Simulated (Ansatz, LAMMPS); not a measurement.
# Relaxing amorphous 92HfO2-8Al2O3 (mol %) (76 atoms), part 2 of 2

How does amorphous 92HfO2-8Al2O3 (mol %) (76 atoms) relax, and what do bonds, charges and levels look like afterwards?

Ansatz 0.2.0; Kohn-Sham DFT, PBE, PAW (set soft_2), plane waves.

The cell: 22 Hf, 4 Al and 50 O. The quench rate of 50 K/ps is many orders above laboratory rates. The network of bonds at the start is that of the classical potential that made the cell. Only the Γ point is sampled in the main run, in a cell whose shortest periodic width is 10 Å. The levels lack spin–orbit coupling.

So far. Step 4 (Cell and atoms relaxed): The relaxation changed the energy by -50.6 meV/atom, and atoms moved by 0.37 Å r.m.s., 0.86 Å at most. Step 7 (K-mesh 2×2×2): Forces differ from those of the single point at the relaxed geometry by 19 meV/Å r.m.s.; the energy by -2.3 meV/atom and the gap by -0.016 eV. It took 1.9 min and 10 cycles; the reference's time can't be set against it, since the two runs asked for unlike analyses.

## (8) Functional HSE06

HSE06 mixes in a quarter of exact exchange at short range, which counters self-interaction, at a higher cost.

This step: Kohn-Sham DFT, HSE06, PAW (set soft_2), plane waves (Ansatz 0.2.0).

Contents of input.yaml:

```yaml
crystal:
  lattice:
    - [9.814, 0.15575, -0.35352]
    - [0.15575, 9.38414, 0.0655]
    - [-0.35352, 0.0655, 10.3017]
  atoms:
    [... the 76 atom lines of step 6 ...]
kpoints:
  mp_grid: { grid: [1, 1, 1] }
hamiltonian:
  xc: hse06
scf:
  occupations: { method: fermi_dirac, width: 0.025 }
output:
  forces: true
  stress: true
  populations: true
  dos:
    method: { smearing: { sigma: 0.08 } }
    de: 0.05
    projected: { site_lists: { Al: [Al], Hf: [Hf], O: [O] } }
  eigenvalues: true
```

Command:

```bash
$ ansatz run input.yaml --threads 4 --pin off --max-ram 8192MiB --backend cpu --events-out ev --progress --plain --runs-dir out
```

The job ended after 4.3 min (4 threads of Intel Xeon 6975P-C (Granite Rapids), shared host; peak memory 3.9 GiB; 16 min of CPU time).

The program notes that the exchange threshold is loose for the stress and the SCF threshold is loose for the stress.

Geometry and reference: those of the single point at the relaxed geometry.

Forces differ from those of the single point at the relaxed geometry by 103 meV/Å r.m.s.; the pressure by -5.1 GPa and the gap by +1.6 eV. It took 4.3 min and 22 cycles; the reference's time can't be set against it, since the two runs asked for unlike analyses.

Read from the output:

- free energy: -376518.4841 eV
- free energy per atom: -4954.1906 eV/atom
- SCF cycles: 22
- pressure: -5.066 GPa
- r.m.s. force component: 0.1031 eV/Å
- longest force: 0.3139 eV/Å
- Fermi energy: 13.15 eV
- gap (highest filled to lowest empty level): 5.673 eV
- spilling of the projection: 0.003305

Length of the force by element and coordination:

| element | coordination | atoms | mean length of the force (eV/Å) | spread | least | most |
| --- | --- | --- | --- | --- | --- | --- |
| Al | all | 4 | 0.155 | 0.0484 | 0.0955 | 0.221 |
| Al | 4 | 2 | 0.200 | 0.0218 | 0.178 | 0.221 |
| Al | 5 | 2 | 0.110 | 0.0149 | 0.0955 | 0.125 |
| Hf | all | 22 | 0.135 | 0.0437 | 0.0467 | 0.231 |
| Hf | 6 | 12 | 0.136 | 0.0392 | 0.0467 | 0.196 |
| Hf | 7 | 9 | 0.138 | 0.0484 | 0.0527 | 0.231 |
| Hf | 8 | 1 | 0.0855 | 0 | 0.0855 | 0.0855 |
| O | all | 50 | 0.180 | 0.0726 | 0.0245 | 0.314 |
| O | 2 | 1 | 0.181 | 0 | 0.181 | 0.181 |
| O | 3 | 37 | 0.180 | 0.0708 | 0.0245 | 0.314 |
| O | 4 | 12 | 0.177 | 0.0807 | 0.0344 | 0.278 |

Löwdin charges by element and coordination (they lack the spilled electrons, 0.038 e an atom on average):

| element | coordination | atoms | mean charge (e) | spread | least | most |
| --- | --- | --- | --- | --- | --- | --- |
| Al | all | 4 | 1.28 | 0.0142 | 1.27 | 1.30 |
| Al | 4 | 2 | 1.29 | 0.0094 | 1.28 | 1.30 |
| Al | 5 | 2 | 1.27 | 0.0022 | 1.27 | 1.27 |
| Hf | all | 22 | 1.61 | 0.0398 | 1.55 | 1.70 |
| Hf | 6 | 12 | 1.61 | 0.0315 | 1.56 | 1.66 |
| Hf | 7 | 9 | 1.60 | 0.0447 | 1.55 | 1.70 |
| Hf | 8 | 1 | 1.67 | 0 | 1.67 | 1.67 |
| O | all | 50 | -0.752 | 0.0381 | -0.862 | -0.687 |
| O | 2 | 1 | -0.726 | 0 | -0.726 | -0.726 |
| O | 3 | 37 | -0.746 | 0.0376 | -0.850 | -0.687 |
| O | 4 | 12 | -0.770 | 0.0348 | -0.862 | -0.731 |

States in the cell by windows of 1 eV, zero at the Fermi level; the larger projections on atomic orbitals stand beside the total:

| from (eV) | to (eV) | total | O p | Hf d | Hf f |
| --- | --- | --- | --- | --- | --- |
| -18 | -17 | 0.0 | 0.0 | 0.0 | 0.0 |
| -17 | -16 | 51.3 | 0.1 | 0.0 | 51.0 |
| -16 | -15 | 256.7 | 0.6 | 0.1 | 255.4 |
| -15 | -9 | 0.0 | 0.0 | 0.0 | 0.0 |
| -9 | -8 | 9.4 | 6.7 | 1.2 | 0.0 |
| -8 | -7 | 41.8 | 30.2 | 7.8 | 0.1 |
| -7 | -6 | 58.9 | 44.6 | 10.8 | 0.1 |
| -6 | -5 | 57.7 | 47.3 | 7.2 | 0.1 |
| -5 | -4 | 64.1 | 56.6 | 4.9 | 0.2 |
| -4 | -3 | 61.7 | 57.4 | 2.7 | 0.1 |
| -3 | -2 | 6.5 | 6.2 | 0.2 | 0.0 |
| -2 | 2 | 0.0 | 0.0 | 0.0 | 0.0 |
| 2 | 3 | 2.2 | 0.2 | 1.4 | 0.0 |
| 3 | 4 | 29.1 | 2.8 | 23.2 | 0.0 |
| 4 | 5 | 50.2 | 5.3 | 39.5 | 0.0 |

Between -26 and -18 eV lie 100 more states.

The stored curve holds about 708 of the 884 electrons; the rest, give or take the few that broadening carries across the Fermi level, lie in deeper levels below its range.

The levels nearest the highest filled one (over half full), pooled over k-points and spins:

| level less the highest filled one (eV) | occupation |
| --- | --- |
| -0.242 | 2 |
| -0.221 | 2 |
| -0.202 | 2 |
| -0.167 | 2 |
| -0.0851 | 2 |
| 0 | 2 |
| 5.67 | 0 |
| 5.89 | 0 |
| 6.10 | 0 |
| 6.13 | 0 |
| 6.19 | 0 |
| 6.28 | 0 |

## (9) Functional r2SCAN (500 eV)

The meta-GGA r2SCAN uses the kinetic energy density as well as the density and its gradient. Besides, the cutoff goes from 420 to 500 eV.

This step: Kohn-Sham DFT, r2SCAN, PAW (set soft_2), plane waves (Ansatz 0.2.0).

Changes to input.yaml since step 8:

```diff
@@ -10,3 +10,3 @@
 hamiltonian:
-  xc: hse06
+  xc: r2scan
 scf:
```

Elapsed: 31 s, on 4 threads; peak memory 3.1 GiB.

Geometry and reference: those of the single point at the relaxed geometry.

Forces differ from those of the single point at the relaxed geometry by 72 meV/Å r.m.s.; the pressure by -5.1 GPa and the gap by +0.49 eV. It took 31 s and 10 cycles; the reference's time can't be set against it, since the two runs asked for unlike analyses.

## (10) Functional PBEsol

PBEsol restores the gradient expansion of exchange for slowly varying densities and usually gives shorter bonds in solids than PBE.

This step: Kohn-Sham DFT, PBEsol, PAW (set soft_2), plane waves (Ansatz 0.2.0).

Changes to input.yaml since step 9:

```diff
@@ -10,3 +10,3 @@
 hamiltonian:
-  xc: r2scan
+  xc: pbesol
 scf:
```

Wall time 16 s (4 threads); peak memory 1.7 GiB; 55 s of CPU time.

Geometry and reference: those of the single point at the relaxed geometry.

Forces differ from those of the single point at the relaxed geometry by 70 meV/Å r.m.s.; the pressure by -6.1 GPa and the gap by -0.097 eV.

## (11) All settings compared

Each row is set against the single point at the relaxed geometry (Kohn-Sham DFT, PBE, PAW (set soft_2), plane waves; r.m.s. force component 0.0029 eV/Å). Energies are set beside the reference only for runs with its functional, potentials and electron count. Times are for 4 threads of Intel Xeon 6975P-C (Granite Rapids), shared host. The reference's time includes grids, which some other runs skip.

| run | Δ force, r.m.s. (meV/Å) | Δ energy (meV/atom) | Δ pressure (GPa) | Δ gap (eV) | cycles | time | host memory (GiB) |
| --- | --- | --- | --- | --- | --- | --- | --- |
| reference | - | - | - | - | 10 | 16 s | 1.6 |
| k-mesh 2×2×2 | 19.0 | -2.33 | 0.0139 | -0.0156 | 10 | 1.9 min | 5.9 |
| functional HSE06 | 103 | - | -5.06 | 1.60 | 22 | 4.3 min | 3.9 |
| functional r2SCAN (500 eV) | 71.6 | - | -5.09 | 0.488 | 10 | 31 s | 3.1 |
| functional PBEsol | 70.2 | - | -6.09 | -0.0968 | 11 | 16 s | 1.7 |

## (12) Outcome

```json
{
  "energy change in the relaxation": "-50.57 meV/atom",
  "r.m.s. displacement": "0.373 Å",
  "largest displacement": "0.863 Å",
  "free energy per atom": "-4954.1440 eV/atom",
  "pressure": "-0.004886 GPa",
  "r.m.s. force component": "0.0029 eV/Å",
  "gap (highest filled to lowest empty level)": "4.071 eV",
  "wall time of the 7 DFT runs": "11 min"
}
```

What this shows: Relaxation lowers the energy by 50.6 meV/atom and moves atoms by 0.37 Å r.m.s.; the r.m.s. force component goes from 0.48 to 0.0029 eV/Å. Displacements are taken in the final cell, so they leave out its strain. By the final cutoffs 4 of 154 bonded pairs parted and 11 joined. The cell shrank by 6.7 % in volume. First to last step the energy falls by 3.843 eV, across changes of basis; the largest move, 0.86 Å, is that of O54. The O-Al bonds change most in mean length: from 1.814 Å (spread 0.125) to 1.824 Å (spread 0.063), and their number from 17 to 18. Counting bonds as in the table, 50 % of Al atoms have 4 and as many 5, 55 % of Hf atoms have 6 and 74 % of O atoms have 3 bonded neighbours. The highest filled and lowest empty levels differ by 4.07 eV (at Γ alone); a semilocal functional tends to put such gaps too low. In a disordered cell it changes from sample to sample, and tail or defect levels can set it.

Among the changes of functional, dispersion, potentials or spin set against this reference, functional HSE06 moves the forces most, by 103 meV/Å r.m.s. The gap changes by +1.60 eV with HSE06.

Caveats: The starting topology of bonds comes from the classical model; in DFT 4 of its 154 bonded pairs passed out of the cutoffs and 11 came within them.

[Logs are printed without paths, hosts, clocks, repeated set-up lines and the standing remarks that a program may print on its own settings, such as how far it seeks lower states.]

[Hosts, paths, dates, database ids (printed as entryN), source tags and the programs' standing remarks are cut or masked in the printed files.]
